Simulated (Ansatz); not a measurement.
# Gate voltage at the highest density: Cr2NOS MXene monolayer

A layer charged from two gates alike needs a voltage that grows with the carrier density; the slope is e over the total capacitance.

How it was computed: Ansatz 0.2.0, plane waves with PAW datasets (its set soft_2), PBE-D3(BJ); isolated slab, charged sheets 5 Å from the outer atoms behind model barriers, atoms held, Fermi-Dirac smearing of 0.02585 eV. The voltage is that of the gates (their mean) against the layer's Fermi level, from the uncharged case, which has no gap over 0.05 eV.

| run | added electrons (10¹³ per cm²) | gate voltage (V) |
| --- | --- | --- |
| run 1 | 1.00 | 0.38 |
| run 2 | 3.00 | 1.13 |
| run 3 | 10.00 | ? |

Q: Estimate the withheld value from the rows shown.

Two rows fix a line: slope = (1.13 − 0.38) / (3.00 − 1.00) = 0.3750, intercept 0.0050. The capacitance is 1.602/0.3750 = 4.27 µF/cm², against 3.54 µF/cm² for plates 5 Å apart in vacuum on both sides; it is the larger, as where the added charge has its centre outside the outer atoms (not examined here). At 10.00 it gives 0.3750 × 10.00 + 0.0050 = 3.76 V, beyond the rows fitted. Rounding of the rows alone allows about ±0.040 V there; two rows can't show whether the line holds.

The run itself gives 3.76 V: a miss of 0.00 V, or 0.0 % of the value. The line holds within the rounding of the rows.

Caveats: The gates are model sheets, not atoms, and low densities sample few k-points.
